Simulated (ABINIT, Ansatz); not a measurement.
## Ba2IBrF2 (P4mm): bands and cutoff in G0W0 with ABINIT

What does each rung of G0W0 on Ba2IBrF2 (P4mm) cost, and what does it buy?

Calculated with ABINIT 10.8.3; PBEsol and many-body steps on it, plane waves.

**1. Starting point**

Symmetry: P4mm, No. 99, tetragonal system. Conventional cell: a = 4.623 Å, b = 4.623 Å, c = 7.991 Å, α = 90.00°, β = 90.00°, γ = 90.00°. Nearest to Ba lie 4 F at 2.70 Å and 4 I at 3.59 Å and 2 Br at 3.89 to 4.10 Å. Ba has 4 F at 2.73 Å and 4 Br at 3.50 Å and 2 I at 3.65 to 4.35 Å and 4 Ba at 4.34 Å nearest. I has 6 Ba at 3.59 to 4.35 Å nearest. Nearest to Br lie 6 Ba at 3.50 to 4.10 Å and 4 F at 3.55 Å. Nearest to F lie 4 Ba at 2.70 to 2.73 Å. Farther neighbours and most contacts between anions are not listed.

The cell and positions are those that the Materials Project relaxed with its own functionals (PBE, PBE+U or r2SCAN), kept fixed. Spin-orbit coupling is left out unless a step names it.

**2. Empty states on the mesh, 2×2×1 mesh, 331 bands**

This step: ABINIT 10.8.3; DFT, PBEsol, plane waves, norm-conserving pseudopotentials.

The sums over transitions need many empty states on a uniform mesh; this step solves for them.

Contents of run.abi:

```
acell 3*1.0 Angstrom
rprim 
  4.623364000000 0.000000000000 0.000000000000
  0.000000000000 4.623364000000 0.000000000000
  0.000000000000 0.000000000000 7.991386000000
ntypat 4
znucl 56 53 35 9
natom 6
typat 1 1 2 3 4 4
xred 
  0.500000000000 0.500000000000 0.827396000000
  0.000000000000 0.000000000000 0.185191000000
  0.000000000000 0.000000000000 0.641387000000
  0.500000000000 0.500000000000 0.340098000000
  0.500000000000 0.000000000000 0.002964000000
  0.000000000000 0.500000000000 0.002964000000
pp_dirpath "pseudos"
pseudos "Ba.upf, I.upf, Br.upf, F.upf"
ecut 36
ngkpt 2 2 1
nshiftk 1
shiftk 0 0 0
kptopt 1
chksymbreak 0
iscf -2
irdden 1
istwfk *1
nband 331
nbdbuf 30
tolwfr 1e-09
nstep 60
prtvol 0
indata_prefix "in"
outdata_prefix "out"
tmpdata_prefix "tmp"
```

The run is started by

```
> OMP_NUM_THREADS=1 mpirun -n 4 abinit run.abi > log
```

Numbers of over 12 decimals in the logs are rounded to 6 here.

Output:

```text
.Version 10.8.3 of ABINIT. v10.8.2 released Aug 2026.

 Symmetries : space group P4 m m (# 99); Bravais tP (primitive tetrag.)
[... echo of the input left out ...]
== DATASET  1 ==================================================================
-   mpi_nproc: 4, omp_nthreads: 1 (-1 if OMP is not activated)
-    --> not optimal distribution: autoparal keyword recommended in input file <--

--- !DatasetInfo
iteration_state: {dtset: 1, }
dimensions: {natom: 6, nkpt: 3, mband: 331, nsppol: 1, nspinor: 1, nspden: 1, mpw: 11965, }
cutoff_energies: {ecut:  36.0, pawecutdg:  -1.0, }
[...]
2.90795    2.91007    2.91007    2.92520    2.92536    2.92536    2.94624    2.94866
   2.95781    2.95781    2.95943    2.99941    3.02249    3.02513    3.02831    3.03277
   3.04838    3.05343    3.05796
 prteigrs : prtvol=0 or 1, do not print more k-points.

== END DATASET(S) ==============================================================
================================================================================

 -outvars: echo values of variables after computation  --------
            nband         331
             nkpt           3
          spgroup          99
 [... the other variables as echoed above ...]

 Calculation completed.
```

Run time: 4.6 min. Hardware: 4 MPI ranks of Arm Neoverse V1, shared host; peak memory 0.57 GiB; 18 min of CPU time.

This step gave:

```yaml
gap: 4.250 eV
k_of_the_valence_top: 0, 0, 0
k_of_the_conduction_bottom: 0, 0, 0
least_direct_gap: 4.250 eV
k_points_computed: 3
lowest_point_of_the_top_converged_band_above_the_valence_top: 73.9342 eV
```

On this mesh the gap is 4.250 eV.

The density comes from a self-consistent run that is not shown.

**3. Screening, 2×2×1 mesh, 58 bands, screening to 62.6 eV**

The RPA dielectric matrix is built and inverted for each q.

This step: RPA screening on PBEsol, plane waves, norm-conserving pseudopotentials.

run.abi: that of step 2 with these lines changed.

```diff
@@ -24,10 +24,11 @@
 chksymbreak 0
-iscf -2
-irdden 1
 istwfk *1
-nband 331
-nbdbuf 30
-tolwfr 1e-09
-nstep 60
-prtvol 0
+occopt 1
+irdwfk 1
+optdriver 3
+nband 58
+ecuteps 2.3
+inclvkb 2
+awtr 1
+symchi 1
 indata_prefix "in"
```

Output:

```text
.Version 10.8.3 of ABINIT. v10.8.2 released Aug 2026.

 Symmetries : space group P4 m m (# 99); Bravais tP (primitive tetrag.)
[... echo of the input left out ...]
== DATASET  1 ==================================================================
-   mpi_nproc: 4, omp_nthreads: 1 (-1 if OMP is not activated)

--- !DatasetInfo
iteration_state: {dtset: 1, }
dimensions: {natom: 6, nkpt: 3, mband: 58, nsppol: 1, nspinor: 1, nspden: 1, mpw: 11965, }
cutoff_energies: {ecut:  36.0, pawecutdg:  -1.0, }
electrons: {nelect:   4.80000000E+01, charge:   0.00000000E+00, occopt:   1.00000000E+00, tsmear:   1.00000000E-02, }

 SCREENING: Calculation of the susceptibility and dielectric matrices

 Based on a program developped by R.W. Godby, V. Olevano, G. Onida, and L. Reining.
 Incorporated in ABINIT by V. Olevano, G.-M. Rignanese, and M. Torrent.
.Using double precision arithmetic ; gwpc =  8

[... cell and pseudopotentials left out ...]
--------------------------------------------------------------------------------

 ==== K-mesh for the wavefunctions ====
 Number of points in the irreducible wedge :     3
[... list of points left out ...]
 Together with  8 symmetry operations and time-reversal symmetry
 yields     4 points in the full Brillouin Zone.

 ==== Q-mesh for the screening function ====
 Number of points in the irreducible wedge :     3
[... list of points left out ...]
 Together with  8 symmetry operations and time-reversal symmetry
 yields     4 points in the full Brillouin Zone.

 setmesh: FFT mesh size selected  =    30x   30x   54
          total number of points  =        48600

 vcoul_init : cutoff-mode = AUXILIARY_FUNCTION
 q-points for optical limit:   1
     1)      0.000010    0.000020    0.000030

- screening: taking advantage of time-reversal symmetry
- Maximum band index for partially occupied states nbvw = 24
- Remaining bands to be divided among processors   nbcw = 34
- Number of bands treated by each node ~8

 Number of electrons calculated from density =   48.0000; Expected =   48.0000
 average of density, n =  0.041640
 r_s =    1.7898
 omega_plasma =   19.6838 [eV]

 calculating chi0 at frequencies [eV] :
  1    0.000000E+00    0.000000E+00
  2    0.000000E+00    1.968379E+01

--------------------------------------------------------------------------------
  q-point number  1        q = ( 0.000000, 0.000000, 0.000000) [r.l.u.]
--------------------------------------------------------------------------------
[... chi0 elements left out ...]
 For q-point:  0.000010 0.000020 0.000030
  dielectric constant =   3.6316
  dielectric constant without local fields =   4.2412

  Average fulfillment of the sum rule on Im[epsilon] for q-point    1 :     40.42  [%]
[... wings left out ...]
  q-point number  2        q = ( 0.500000, 0.000000, 0.000000) [r.l.u.]
--------------------------------------------------------------------------------
[... chi0 elements left out ...]
  Average fulfillment of the sum rule on Im[epsilon] for q-point    2 :     46.69  [%]

 [... 1 further q-points ...]
```

The job ended after 13 s (4 MPI ranks; peak memory 0.91 GiB).

This step gave:

```yaml
eps_infinity_with_local_fields_on_this_mesh_along_the_program_s_q_direction: 3.632
the_same_without_local_fields: 4.241
plasma_frequency: 19.68 eV
plane_waves_in_the_screening_matrix: 179
```

Local fields lower ε∞ by 14 %. On a Γ-centred mesh this coarse the value itself is usually too large, while a short band sum pulls it down.

**4. 58 bands, 62.6 eV**

The self-energy is evaluated for the states that the input lists, and the levels follow from it, in one-shot runs by the linearised quasiparticle equation.

This step: G0W0 on PBEsol, plane waves, norm-conserving pseudopotentials.

run.abi: that of step 3 with these lines changed.

```diff
@@ -27,8 +27,15 @@
 irdwfk 1
-optdriver 3
+optdriver 4
 nband 58
+gwcalctyp 0
+ecutsigx 36
+symsigma 1
+nkptgw 1
+kptgw 
+  0.0000000000 0.0000000000 0.0000000000
+bdgw 
+  23 26
 ecuteps 2.3
-inclvkb 2
-awtr 1
-symchi 1
+irdscr 1
+ppmodel 1
 indata_prefix "in"
```

Output:

```text
.Version 10.8.3 of ABINIT. v10.8.2 released Aug 2026.

 Symmetries : space group P4 m m (# 99); Bravais tP (primitive tetrag.)
[... echo of the input left out ...]
== DATASET  1 ==================================================================
-   mpi_nproc: 4, omp_nthreads: 1 (-1 if OMP is not activated)

--- !DatasetInfo
iteration_state: {dtset: 1, }
dimensions: {natom: 6, nkpt: 3, mband: 58, nsppol: 1, nspinor: 1, nspden: 1, mpw: 11965, }
cutoff_energies: {ecut:  36.0, pawecutdg:  -1.0, }
electrons: {nelect:   4.80000000E+01, charge:   0.00000000E+00, occopt:   1.00000000E+00, tsmear:   1.00000000E-02, }

 SIGMA: Calculation of the GW corrections

 Based on a program developped by R.W. Godby, V. Olevano, G. Onida, and L. Reining.
 Incorporated in ABINIT by V. Olevano, G.-M. Rignanese, and M. Torrent.
.Using double precision arithmetic ; gwpc =  8

[... cell and pseudopotentials left out ...]
--------------------------------------------------------------------------------

 ==== K-mesh for the wavefunctions ====
 Number of points in the irreducible wedge :     3
[... list of points left out ...]
 Together with  8 symmetry operations and time-reversal symmetry
 yields     4 points in the full Brillouin Zone.

 ==== Q-mesh for screening function ====
 Number of points in the irreducible wedge :     3
[... list of points left out ...]
 Together with  8 symmetry operations and time-reversal symmetry
 yields     4 points in the full Brillouin Zone.

 vcoul_init : cutoff-mode = AUXILIARY_FUNCTION
 q-points for optical limit:   1
     1)      0.000010    0.000020    0.000030
 setmesh: FFT mesh size selected  =    48x   48x   81
          total number of points  =       186624

 Number of electrons calculated from density =   48.0000; Expected =   48.0000
 average of density, n =  0.041640
 r_s =    1.7898
 omega_plasma =   19.6838 [eV]

 === KS Band Gaps ===
  >>>> For spin  1
   Minimum direct gap =   4.2500 [eV], located at k-point      :   0.0000  0.0000  0.0000
   Fundamental gap    =   4.2500 [eV], Top of valence bands at :   0.0000  0.0000  0.0000
                                       Bottom of conduction at :   0.0000  0.0000  0.0000
 SIGMA fundamental parameters:
 PLASMON POLE MODEL  1
 number of plane-waves for SigmaX                11965
 number of plane-waves for SigmaC and W            179
 number of plane-waves for wavefunctions         11965
 number of bands                                    58
 number of independent spin polarizations            1
 number of spinorial components                      1
 number of k-points in IBZ                           3
 number of q-points in IBZ                           3
 number of symmetry operations                       8
 number of k-points in BZ                            4
 number of q-points in BZ                            4
 number of frequencies for dSigma/dE                 9
 frequency step for dSigma/dE [eV]                0.25
 number of omega for Sigma on real axis              0
 max omega for Sigma on real axis  [eV]           0.00
 zcut for avoiding poles [eV]                     0.10

 EPSILON^-1 parameters (SCR file):
 dimension of the eps^-1 matrix on file            179
 dimension of the eps^-1 matrix used               179
 number of plane-waves for wavefunctions         11965
 number of bands                                    58
 number of q-points in IBZ                           3
 number of frequencies                               2
 number of real frequencies                          1
 number of imag frequencies                          1

 matrix elements of self-energy operator (all in [eV])

 Perturbative Calculation

--- !SelfEnergy_ee
iteration_state: {dtset: 1, }
kpoint     : [   0.000,    0.000,    0.000, ]
spin       : 1
KS_gap     :    4.250
QP_gap     :    6.307
Delta_QP_KS:    2.057
data: !SigmaeeData |
     Band     E0 <VxcDFT>   SigX SigC(E0)      Z dSigC/dE  Sig(E)    E-E0       E
       23   2.397 -11.959 -15.261   2.734   0.838  -0.193 -12.435  -0.477   1.920
       24   2.397 -11.959 -15.261   2.734   0.838  -0.193 -12.435  -0.477   1.920
       25   6.647  -8.509  -4.148  -2.511   0.854  -0.170  -6.929   1.581   8.227
       26   6.953  -8.356  -3.825  -2.812   0.856  -0.169  -6.885   1.470   8.424

== END DATASET(S) ==============================================================
================================================================================

 -outvars: echo values of variables after computation  --------
           etotal      0.0000000000E+00
            nband          58
             nkpt           3
          spgroup          99
 [... the other variables as echoed above ...]

 Calculation completed.
```

Run time: 5.6 s. Hardware: 4 MPI ranks; peak memory 0.2 GiB.

Numbers from this step:

```
G0W0 gap on the points computed              : 6.307 eV
starting gap on the mesh                     : 4.250 eV
k of the valence top                         : 0, 0, 0
k of the conduction bottom                   : 0, 0, 0
Z at the valence top                         : 0.838
Z at the conduction bottom                   : 0.854
least direct G0W0 gap on the computed points : 6.307 eV
```

The gap on the mesh goes from 4.25 eV to 6.31 eV, a correction of +2.06 eV.

**5. Screening, 2×2×1 mesh, 137 bands, screening to 114.3 eV**

This step: RPA screening on PBEsol, plane waves, norm-conserving pseudopotentials.

run.abi: that of step 4 with these lines changed.

```diff
@@ -27,15 +27,8 @@
 irdwfk 1
-optdriver 4
-nband 58
-gwcalctyp 0
-ecutsigx 36
-symsigma 1
-nkptgw 1
-kptgw 
-  0.0000000000 0.0000000000 0.0000000000
-bdgw 
-  23 26
-ecuteps 2.3
-irdscr 1
-ppmodel 1
+optdriver 3
+nband 137
+ecuteps 4.2
+inclvkb 2
+awtr 1
+symchi 1
 indata_prefix "in"
```

Output:

```text
.Version 10.8.3 of ABINIT. v10.8.2 released Aug 2026.

 Symmetries : space group P4 m m (# 99); Bravais tP (primitive tetrag.)
[... echo of the input left out ...]
== DATASET  1 ==================================================================
-   mpi_nproc: 4, omp_nthreads: 1 (-1 if OMP is not activated)

--- !DatasetInfo
iteration_state: {dtset: 1, }
dimensions: {natom: 6, nkpt: 3, mband: 137, nsppol: 1, nspinor: 1, nspden: 1, mpw: 11965, }
cutoff_energies: {ecut:  36.0, pawecutdg:  -1.0, }
electrons: {nelect:   4.80000000E+01, charge:   0.00000000E+00, occopt:   1.00000000E+00, tsmear:   1.00000000E-02, }

 SCREENING: Calculation of the susceptibility and dielectric matrices

 Based on a program developped by R.W. Godby, V. Olevano, G. Onida, and L. Reining.
 Incorporated in ABINIT by V. Olevano, G.-M. Rignanese, and M. Torrent.
.Using double precision arithmetic ; gwpc =  8

[... cell and pseudopotentials left out ...]
--------------------------------------------------------------------------------

 ==== K-mesh for the wavefunctions ====
 Number of points in the irreducible wedge :     3
[... list of points left out ...]
 Together with  8 symmetry operations and time-reversal symmetry
 yields     4 points in the full Brillouin Zone.

 ==== Q-mesh for the screening function ====
 Number of points in the irreducible wedge :     3
[... list of points left out ...]
 Together with  8 symmetry operations and time-reversal symmetry
 yields     4 points in the full Brillouin Zone.

 setmesh: FFT mesh size selected  =    32x   32x   60
          total number of points  =        61440

 vcoul_init : cutoff-mode = AUXILIARY_FUNCTION
 q-points for optical limit:   1
     1)      0.000010    0.000020    0.000030

- screening: taking advantage of time-reversal symmetry
- Maximum band index for partially occupied states nbvw = 24
- Remaining bands to be divided among processors   nbcw = 113
- Number of bands treated by each node ~28

 Number of electrons calculated from density =   48.0000; Expected =   48.0000
 average of density, n =  0.041640
 r_s =    1.7898
 omega_plasma =   19.6838 [eV]

 calculating chi0 at frequencies [eV] :
  1    0.000000E+00    0.000000E+00
  2    0.000000E+00    1.968379E+01

--------------------------------------------------------------------------------
  q-point number  1        q = ( 0.000000, 0.000000, 0.000000) [r.l.u.]
--------------------------------------------------------------------------------
[... chi0 elements left out ...]
 For q-point:  0.000010 0.000020 0.000030
  dielectric constant =   3.6807
  dielectric constant without local fields =   4.3144

  Average fulfillment of the sum rule on Im[epsilon] for q-point    1 :     66.96  [%]
[... wings left out ...]
  q-point number  2        q = ( 0.500000, 0.000000, 0.000000) [r.l.u.]
--------------------------------------------------------------------------------
[... chi0 elements left out ...]
  Average fulfillment of the sum rule on Im[epsilon] for q-point    2 :     70.79  [%]

 [... 1 further q-points ...]
```

The job ended after 35 s (4 MPI ranks; peak memory 1.3 GiB).

Numbers from this step:

| Property | Result |
| --- | --- |
| ε∞ with local fields, on this mesh, along the program's q direction | 3.681 |
| the same without local fields | 4.314 |
| plasma frequency | 19.68 eV |
| plane waves in the screening matrix | 461 |

[end of part 1 of 2]

[Paths, hosts, dates, memory and timing lines, banners, echoed tables and standing remarks are left out of the program output.]

[Logs are printed without paths, hosts, clocks, repeated set-up lines and the standing remarks that a program may print on its own settings, such as how far it seeks lower states.]

[Runs of the session that timed out or met a known fault of the program may be left out.]

[No measured gap is set beside runs whose start may be inverted or whose files or cutoffs have a known fault.]

[Hosts, paths, dates, database ids (printed as entryN), source tags and the programs' standing remarks are cut or masked in the printed files.]

[G0W0 gaps are taken among the corrected bands and points alone; a level outside them can change the order at an edge.]

[Where Ansatz stands beside ABINIT at settings called matched, ABINIT's density can come from a denser mesh and the files from another edition; pairs whose starting gaps differed by over 0.03 eV were left out, so agreement reads better than it is.]
